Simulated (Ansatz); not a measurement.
# Work function of Na(100): what the settings cost and change

Aim: the work function of Na(100) against thickness and vacuum, with the cost.

Program: Ansatz 0.2.0. Level of theory: plane-wave DFT, PBE, Ansatz PAW. Results are calculated unless marked as measured.

Report form: the programs' logs are mostly left out.

### Step 1. The structure

The cell holds 1 atom: 1 Na. Its edges and angles: a = 4.230 Å, b = 4.230 Å, c = 18.000 Å, α = 90.0°, β = 90.0°, γ = 90.0°. Vacuum lies along c.

### Step 2. Run, setting 1 layer

A work function rests on the faint tail of the density, so the SCF threshold is tight. The slab grows from one layer, at fixed mesh and 18 Å of vacuum; then the vacuum is varied on one slab.

Contents of input.yaml:

```yaml
crystal:
  lattice:
    - [4.23, 0.0, 0.0]
    - [0.0, 4.23, 0.0]
    - [0.0, 0.0, 18.0]
  atoms:
    - { symbol: Na, position: [0.5, 0.5, 0.5] }
kpoints:
  mp_grid: { grid: [10, 10, 1] }
hamiltonian:
  xc: pbe
scf:
  occupations: { method: fermi_dirac, width: 0.1 }
  convergence: { dr2_threshold: 1.0e-09 }
efield:
  axis: 3
  dipole_correction: true
  ramp_position: 0.97
  ramp_width: 0.06
output:
  write_potential: true
  write_density: true
  volumetric_format: npy
  elf: true
```

Started as:

```sh
ansatz run input.yaml --threads 2 --pin off --max-ram 3072MiB --backend cpu --events-out ev --progress --plain --runs-dir out
```

Elapsed: 10 s, on 2 threads of Arm Neoverse N1, shared host; peak memory 0.44 GiB; 14 s of CPU time.

This step gave:

```
energy at zero smearing   : -1485.9045 eV
work function, upper face : 2.911 eV
```

Running mean over 2.115 Å of the planar mean; the ramp of the sawtooth is left out. The electron's electrostatic potential energy less the Fermi level by z:

| z (Å) | electron's electrostatic potential energy less the Fermi level (eV) |
| --- | --- |
| 3.0 | 2.91 |
| 3.5 | 2.91 |
| 4.0 | 2.91 |
| 4.5 | 2.91 |
| 5.0 | 2.90 |
| 5.5 | 2.88 |
| 6.0 | 2.82 |
| 6.5 | 2.70 |
| 7.0 | 2.44 |
| 7.5 | 1.84 |
| 8.0 | 0.532 |
| 8.5 | -0.566 |
| 9.0 | -0.830 |
| 9.5 | -0.566 |
| 10.0 | 0.532 |
| 10.5 | 1.84 |
| 11.0 | 2.44 |
| 11.5 | 2.70 |
| 12.0 | 2.82 |
| 12.5 | 2.88 |
| 13.0 | 2.90 |
| 13.5 | 2.91 |
| 14.0 | 2.91 |
| 14.5 | 2.91 |
| 15.0 | 2.91 |

ELF in the ca plane at fractional y = 0.500, with atoms of Na within 0.2 Å of it. It is the smooth field of the valence electrons, not physical close to the nuclei.

Ten even steps from '0' (0.00) to '9' (0.77), each cell a mean:
```
00000000000000013689888898742100000000000000
00000000000000024675211136753100000000000000
00000000000000124641012002553100000000000000
00000000000000125510367510354200000000000000
00000000000000135400664720254200000000000000
00000000000000135410575720254200000000000000
00000000000000125520145301453100000000000000
00000000000000124652000014653100000000000000
00000000000000023677543467752100000000000000
00000000000000013689999998742100000000000000
```
Columns run along c (18.0 Å), rows up along a (4.2 Å). Atoms in or near the plane, at fractional coordinates: Na at (0.50, 0.50).

Electrostatic potential energy in the ca plane at fractional y = 0.500, with atoms of Na within 0.2 Å of it. With pseudopotentials it is smooth inside the atoms' cores, unlike the true potential.

Ten even steps from '0' (-10 eV) to '9' (1 eV), each cell a mean:
```
99999999999999999999988899999999999999999999
99999999999999999998777789999999999999999999
99999999999999999987532468999999999999999999
99999999999999999986100047899999999999999999
99999999999999999874000026899999999999999999
99999999999999999875000026899999999999999999
99999999999999999986300157899999999999999999
99999999999999999988655678999999999999999999
99999999999999999999888889999999999999999999
99999999999999999999999999999999999999999999
```
Columns run along c (18.0 Å; values clipped at the 3rd and 97th percentile), rows up along a (4.2 Å). Atoms in or near the plane, at fractional coordinates: Na at (0.50, 0.50).

Valence density in the ca plane at fractional y = 0.500, with atoms of Na within 0.2 Å of it. It is the smooth field of the valence electrons, not physical close to the nuclei.

Ten steps, logarithmic in the rise over the least value, from '0' (0 e/Å³) to '9' (16 e/Å³), each cell a mean:
```
00000000000000000000000000000000000000000000
00000000000000000000000000000000000000000000
00000000000000000000011000000000000000000000
00000000000000000000267400000000000000000000
00000000000000000000499710000000000000000000
00000000000000000000389610000000000000000000
00000000000000000000134200000000000000000000
00000000000000000000000000000000000000000000
00000000000000000000000000000000000000000000
00000000000000000000000000000000000000000000
```
Columns run along c (18.0 Å), rows up along a (4.2 Å). Atoms in or near the plane, at fractional coordinates: Na at (0.50, 0.50).

The work function is 2.911 eV.

### Step 3. Run, 2 atoms

System of this step: Na(100). The cell holds 2 atoms: 2 Na. Cell: a = 4.230 Å, b = 4.230 Å, c = 20.115 Å, α = 90.0°, β = 90.0°, γ = 90.0°. Vacuum lies along c.

input.yaml, the sections that differ from step 2:

```yaml
crystal:
  lattice:
    - [4.23, 0.0, 0.0]
    - [0.0, 4.23, 0.0]
    - [0.0, 0.0, 20.115]
  atoms:
    - { symbol: Na, position: [0.5, 0.5, 0.4474272931] }
    - { symbol: Na, position: [0.0, 0.0, 0.5525727069] }
output:
  write_potential: true
  write_density: true
  volumetric_format: npy
# kpoints, hamiltonian, scf, efield: as in step 2
```

Wall time 13 s (2 threads); peak memory 0.46 GiB.

The work function is 2.652 eV, -0.259 eV from the run “1 layer”, at 1.4 times its CPU time.

### Step 4. Slab, 3 atoms

System of this step: Na(100). The cell holds 3 atoms: 3 Na. Its edges and angles: a = 4.230 Å, b = 4.230 Å, c = 22.230 Å, α = 90.0°, β = 90.0°, γ = 90.0°. Vacuum lies along c.

input.yaml, the sections that differ from step 3:

```yaml
crystal:
  lattice:
    - [4.23, 0.0, 0.0]
    - [0.0, 4.23, 0.0]
    - [0.0, 0.0, 22.23]
  atoms:
    - { symbol: Na, position: [0.0, 0.0, 0.4048582996] }
    - { symbol: Na, position: [0.5, 0.5, 0.5] }
    - { symbol: Na, position: [0.0, 0.0, 0.5951417004] }
# kpoints, hamiltonian, scf, efield, output: as in step 3
```

Wall time 19 s (2 threads); peak memory 0.5 GiB; 29 s of CPU time.

The work function is 2.599 eV, -0.053 eV from the run “2 layers”, at 1.4 times its CPU time.

### Step 5. Slab, 4 atoms

System of this step: Na(100). The cell holds 4 atoms: 4 Na. Cell: a = 4.230 Å, b = 4.230 Å, c = 24.345 Å, α = 90.0°, β = 90.0°, γ = 90.0°. Vacuum lies along c.

input.yaml, the sections that differ from step 4:

```yaml
crystal:
  lattice:
    - [4.23, 0.0, 0.0]
    - [0.0, 4.23, 0.0]
    - [0.0, 0.0, 24.345]
  atoms:
    - { symbol: Na, position: [0.5, 0.5, 0.3696857671] }
    - { symbol: Na, position: [0.0, 0.0, 0.4565619224] }
    - { symbol: Na, position: [0.5, 0.5, 0.5434380776] }
    - { symbol: Na, position: [0.0, 0.0, 0.6303142329] }
# kpoints, hamiltonian, scf, efield, output: as in step 4
```

Elapsed: 26 s, on 2 threads; peak memory 0.56 GiB.

The work function is 2.717 eV, +0.118 eV from the run “3 layers”, at 1.4 times its CPU time.

### Step 6. Run, 5 atoms

System of this step: Na(100). The cell holds 5 atoms: 5 Na. Cell: a = 4.230 Å, b = 4.230 Å, c = 26.460 Å, α = 90.0°, β = 90.0°, γ = 90.0°. Vacuum lies along c.

input.yaml, the sections that differ from step 5:

```yaml
crystal:
  lattice:
    - [4.23, 0.0, 0.0]
    - [0.0, 4.23, 0.0]
    - [0.0, 0.0, 26.46]
  atoms:
    - { symbol: Na, position: [0.0, 0.0, 0.3401360544] }
    - { symbol: Na, position: [0.5, 0.5, 0.4200680272] }
    - { symbol: Na, position: [0.0, 0.0, 0.5] }
    - { symbol: Na, position: [0.5, 0.5, 0.5799319728] }
    - { symbol: Na, position: [0.0, 0.0, 0.6598639456] }
# kpoints, hamiltonian, scf, efield, output: as in step 5
```

The job ended after 34 s (2 threads; peak memory 0.65 GiB; 57 s of CPU time).

The work function is 2.605 eV, -0.112 eV from the run “4 layers”, at 1.5 times its CPU time.

### Step 7. Run, 6 atoms

System of this step: Na(100). The cell holds 6 atoms: 6 Na. Cell: a = 4.230 Å, b = 4.230 Å, c = 28.575 Å, α = 90.0°, β = 90.0°, γ = 90.0°. Vacuum lies along c.

input.yaml, the sections that differ from step 6:

```yaml
crystal:
  lattice:
    - [4.23, 0.0, 0.0]
    - [0.0, 4.23, 0.0]
    - [0.0, 0.0, 28.575]
  atoms:
    - { symbol: Na, position: [0.5, 0.5, 0.3149606299] }
    - { symbol: Na, position: [0.0, 0.0, 0.388976378] }
    - { symbol: Na, position: [0.5, 0.5, 0.462992126] }
    - { symbol: Na, position: [0.0, 0.0, 0.537007874] }
    - { symbol: Na, position: [0.5, 0.5, 0.611023622] }
    - { symbol: Na, position: [0.0, 0.0, 0.6850393701] }
# kpoints, hamiltonian, scf, efield, output: as in step 6
```

It took 39 s on 2 threads; peak memory 0.73 GiB.

The work function is 2.675 eV, +0.070 eV from the run “5 layers”, at 1.2 times its CPU time.

### Step 8. Run, 8 atoms

System of this step: Na(100). The cell holds 8 atoms: 8 Na. Cell: a = 4.230 Å, b = 4.230 Å, c = 32.805 Å, α = 90.0°, β = 90.0°, γ = 90.0°. Vacuum lies along c.

input.yaml, the sections that differ from step 7:

```yaml
crystal:
  lattice:
    - [4.23, 0.0, 0.0]
    - [0.0, 4.23, 0.0]
    - [0.0, 0.0, 32.805]
  atoms:
    - { symbol: Na, position: [0.5, 0.5, 0.2743484225] }
    - { symbol: Na, position: [0.0, 0.0, 0.3388203018] }
    - { symbol: Na, position: [0.5, 0.5, 0.4032921811] }
    - { symbol: Na, position: [0.0, 0.0, 0.4677640604] }
    - { symbol: Na, position: [0.5, 0.5, 0.5322359396] }
    - { symbol: Na, position: [0.0, 0.0, 0.5967078189] }
    - { symbol: Na, position: [0.5, 0.5, 0.6611796982] }
    - { symbol: Na, position: [0.0, 0.0, 0.7256515775] }
# kpoints, hamiltonian, scf, efield, output: as in step 7
```

Elapsed: 69 s, on 2 threads; peak memory 0.92 GiB; 1.9 min of CPU time.

The work function is 2.645 eV, -0.030 eV from the run “6 layers”, at 1.8 times its CPU time.

### Step 9. Slab, 10 atoms

System of this step: Na(100). The cell holds 10 atoms: 10 Na. Its edges and angles: a = 4.230 Å, b = 4.230 Å, c = 37.035 Å, α = 90.0°, β = 90.0°, γ = 90.0°. Vacuum lies along c.

input.yaml, the sections that differ from step 8:

```yaml
crystal:
  lattice:
    - [4.23, 0.0, 0.0]
    - [0.0, 4.23, 0.0]
    - [0.0, 0.0, 37.035]
  atoms:
    - { symbol: Na, position: [0.5, 0.5, 0.2430133657] }
    - { symbol: Na, position: [0.0, 0.0, 0.3001215067] }
    - { symbol: Na, position: [0.5, 0.5, 0.3572296476] }
    - { symbol: Na, position: [0.0, 0.0, 0.4143377886] }
    - { symbol: Na, position: [0.5, 0.5, 0.4714459295] }
    - { symbol: Na, position: [0.0, 0.0, 0.5285540705] }
    - { symbol: Na, position: [0.5, 0.5, 0.5856622114] }
    - { symbol: Na, position: [0.0, 0.0, 0.6427703524] }
    - { symbol: Na, position: [0.5, 0.5, 0.6998784933] }
    - { symbol: Na, position: [0.0, 0.0, 0.7569866343] }
# kpoints, hamiltonian, scf, efield, output: as in step 8
```

The job ended after 1.7 min (2 threads; peak memory 1.2 GiB).

The work function is 2.658 eV, +0.012 eV from the run “8 layers”, at 1.5 times its CPU time.

### Step 10. Run, 13 atoms

System of this step: Na(100). The cell holds 13 atoms: 13 Na. Its edges and angles: a = 4.230 Å, b = 4.230 Å, c = 43.380 Å, α = 90.0°, β = 90.0°, γ = 90.0°. Vacuum lies along c.

input.yaml, the sections that differ from step 9:

```yaml
crystal:
  lattice:
    - [4.23, 0.0, 0.0]
    - [0.0, 4.23, 0.0]
    - [0.0, 0.0, 43.38]
  atoms:
    - { symbol: Na, position: [0.0, 0.0, 0.2074688797] }
    - { symbol: Na, position: [0.5, 0.5, 0.2562240664] }
    - { symbol: Na, position: [0.0, 0.0, 0.3049792531] }
    - { symbol: Na, position: [0.5, 0.5, 0.3537344398] }
    - { symbol: Na, position: [0.0, 0.0, 0.4024896266] }
    - { symbol: Na, position: [0.5, 0.5, 0.4512448133] }
    - { symbol: Na, position: [0.0, 0.0, 0.5] }
    - { symbol: Na, position: [0.5, 0.5, 0.5487551867] }
    - { symbol: Na, position: [0.0, 0.0, 0.5975103734] }
    - { symbol: Na, position: [0.5, 0.5, 0.6462655602] }
    - { symbol: Na, position: [0.0, 0.0, 0.6950207469] }
    - { symbol: Na, position: [0.5, 0.5, 0.7437759336] }
    - { symbol: Na, position: [0.0, 0.0, 0.7925311203] }
# kpoints, hamiltonian, scf, efield, output: as in step 9
```

Run time: 2.7 min. Hardware: 2 threads; peak memory 1.7 GiB.

The work function is 2.652 eV, -0.006 eV from the run “10 layers”, at 1.7 times its CPU time.

### Step 11. Slab, 7 atoms

System of this step: Na(100). The cell holds 7 atoms: 7 Na. Its edges and angles: a = 4.230 Å, b = 4.230 Å, c = 22.690 Å, α = 90.0°, β = 90.0°, γ = 90.0°. Vacuum lies along c.

input.yaml, the sections that differ from step 10:

```yaml
crystal:
  lattice:
    - [4.23, 0.0, 0.0]
    - [0.0, 4.23, 0.0]
    - [0.0, 0.0, 22.69]
  atoms:
    - { symbol: Na, position: [0.0, 0.0, 0.2203613927] }
    - { symbol: Na, position: [0.5, 0.5, 0.3135742618] }
    - { symbol: Na, position: [0.0, 0.0, 0.4067871309] }
    - { symbol: Na, position: [0.5, 0.5, 0.5] }
    - { symbol: Na, position: [0.0, 0.0, 0.5932128691] }
    - { symbol: Na, position: [0.5, 0.5, 0.6864257382] }
    - { symbol: Na, position: [0.0, 0.0, 0.7796386073] }
# kpoints, hamiltonian, scf, efield, output: as in step 10
```

It took 38 s on 2 threads; peak memory 0.67 GiB; 64 s of CPU time.

The work function is 2.664 eV. The program marks this work function as in doubt.

### Step 12. Run, 7 atoms

The cell differs from the one that the last finished run ended in (c 22.690 → 26.690 Å).

input.yaml, the sections that differ from step 11:

```yaml
crystal:
  lattice:
    - [4.23, 0.0, 0.0]
    - [0.0, 4.23, 0.0]
    - [0.0, 0.0, 26.69]
  atoms:
    - { symbol: Na, position: [0.0, 0.0, 0.2622705133] }
    - { symbol: Na, position: [0.5, 0.5, 0.3415136755] }
    - { symbol: Na, position: [0.0, 0.0, 0.4207568378] }
    - { symbol: Na, position: [0.5, 0.5, 0.5] }
    - { symbol: Na, position: [0.0, 0.0, 0.5792431622] }
    - { symbol: Na, position: [0.5, 0.5, 0.6584863245] }
    - { symbol: Na, position: [0.0, 0.0, 0.7377294867] }
# kpoints, hamiltonian, scf, efield, output: as in step 11
```

Wall time 46 s (2 threads); peak memory 0.75 GiB; 79 s of CPU time.

The work function is 2.666 eV, +0.002 eV from the run “7 layers, 10 Å of vacuum”, at 1.2 times its CPU time.

### Step 13. Run, 7 atoms (run 2)

The cell differs from the one that the last finished run ended in (c 26.690 → 38.690 Å).

input.yaml, the sections that differ from step 12:

```yaml
crystal:
  lattice:
    - [4.23, 0.0, 0.0]
    - [0.0, 4.23, 0.0]
    - [0.0, 0.0, 38.69]
  atoms:
    - { symbol: Na, position: [0.0, 0.0, 0.3360041354] }
    - { symbol: Na, position: [0.5, 0.5, 0.3906694236] }
    - { symbol: Na, position: [0.0, 0.0, 0.4453347118] }
    - { symbol: Na, position: [0.5, 0.5, 0.5] }
    - { symbol: Na, position: [0.0, 0.0, 0.5546652882] }
    - { symbol: Na, position: [0.5, 0.5, 0.6093305764] }
    - { symbol: Na, position: [0.0, 0.0, 0.6639958646] }
# kpoints, hamiltonian, scf, efield, output: as in step 12
```

Wall time 64 s (2 threads); peak memory 0.99 GiB; 1.9 min of CPU time.

The work function is 2.665 eV, -0.001 eV from the run “7 layers, 14 Å of vacuum”, at 1.4 times its CPU time.

### Step 14. Side by side

Times are for 2 threads of Arm Neoverse N1, shared host. Results by setting:

| no. | setting | work function, upper face (eV) | time | memory (GiB) |
| --- | --- | --- | --- | --- |
| 1 | 1 layer | 2.911 | 10 s | 0.44 |
| 2 | 2 layers | 2.652 | 13 s | 0.46 |
| 3 | 3 layers | 2.599 | 19 s | 0.5 |
| 4 | 4 layers | 2.717 | 26 s | 0.56 |
| 5 | 5 layers | 2.605 | 34 s | 0.65 |
| 6 | 6 layers | 2.675 | 39 s | 0.73 |
| 7 | 8 layers | 2.645 | 69 s | 0.92 |
| 8 | 10 layers | 2.658 | 1.7 min | 1.2 |
| 9 | 13 layers | 2.652 | 2.7 min | 1.7 |
| 10 | 7 layers, 10 Å of vacuum | 2.664 | 38 s | 0.67 |
| 11 | 7 layers, 14 Å of vacuum | 2.666 | 46 s | 0.75 |
| 12 | 7 layers, 26 Å of vacuum | 2.665 | 64 s | 0.99 |

### Step 15. The same run with other settings

System of this step: Na(100) monolayer. The cell holds 1 atom: 1 Na. Its edges and angles: a = 4.230 Å, b = 4.230 Å, c = 18.000 Å, α = 90.0°, β = 90.0°, γ = 90.0°. Vacuum lies along c.

An input spoilt on purpose, to show how the run answers: it repeats the earlier run “1 layer” with efield.ramp_width from 0.06 to 0.9, and scf.max_iter set to 50; its output block differs too.

input.yaml, the sections that differ from step 13:

```yaml
crystal:
  lattice:
    - [4.23, 0.0, 0.0]
    - [0.0, 4.23, 0.0]
    - [0.0, 0.0, 18.0]
  atoms:
    - { symbol: Na, position: [0.5, 0.5, 0.5] }
scf:
  occupations: { method: fermi_dirac, width: 0.1 }
  convergence: { dr2_threshold: 1.0e-09 }
  max_iter: 50
efield:
  axis: 3
  dipole_correction: true
  ramp_position: 0.97
  ramp_width: 0.9
# kpoints, hamiltonian, output: as in step 13
```

Run time: 0.39 s. Hardware: 2 threads; peak memory 0.24 GiB.

The program refused the input before any cycle.

The program's message: “Error: efield: ion 0 (Na) at fractional coordinate 0.5000 along the field axis lies inside the sawtooth ramp with 2 of the planes that the density is read on at each end, [0.9540, 0.8860] — the ramp m …”

The fault put into the input: a ramp so wide that it reaches the atoms.

### Step 16. Results

```
work function, 1 layer   : 2.911 eV
work function, 3 layers  : 2.599 eV
work function, 6 layers  : 2.675 eV
work function, 13 layers : 2.652 eV
```

In words: The thickest slab gives 2.65 eV, and the settings tried spread the value from 2.60 to 2.91 eV. At 18 Å of vacuum, the slabs from 5 layers on stay within 0.05 eV of the thickest. Beyond two layers the value swings up and down with thickness, as is usual where quantum-well states cross the Fermi level; the levels were not examined here. Going from 10 to 26 Å of vacuum moves it by 0.001 eV. The program marks the value as in doubt in “7 layers, 10 Å of vacuum”. The ladder's slabs use the tabulated experimental lattice constant (two decimals; a low-temperature value for the alkali metals). In 2 runs of the series (7 layers, 10 Å of vacuum and 7 layers, 14 Å of vacuum) the program warns that electrons reach the sawtooth's ramp, which makes dipole and work function less sure.

[Logs are printed without paths, hosts, clocks, repeated set-up lines and the standing remarks that a program may print on its own settings, such as how far it seeks lower states.]

[Hosts, paths, dates, database ids (printed as entryN), source tags and the programs' standing remarks are cut or masked in the printed files.]

[Maps of the electrostatic potential energy from Ansatz leave out the sawtooth potential of an applied field or a dipole correction, so their vacuum need not be flat; planar profiles and work functions include it.]
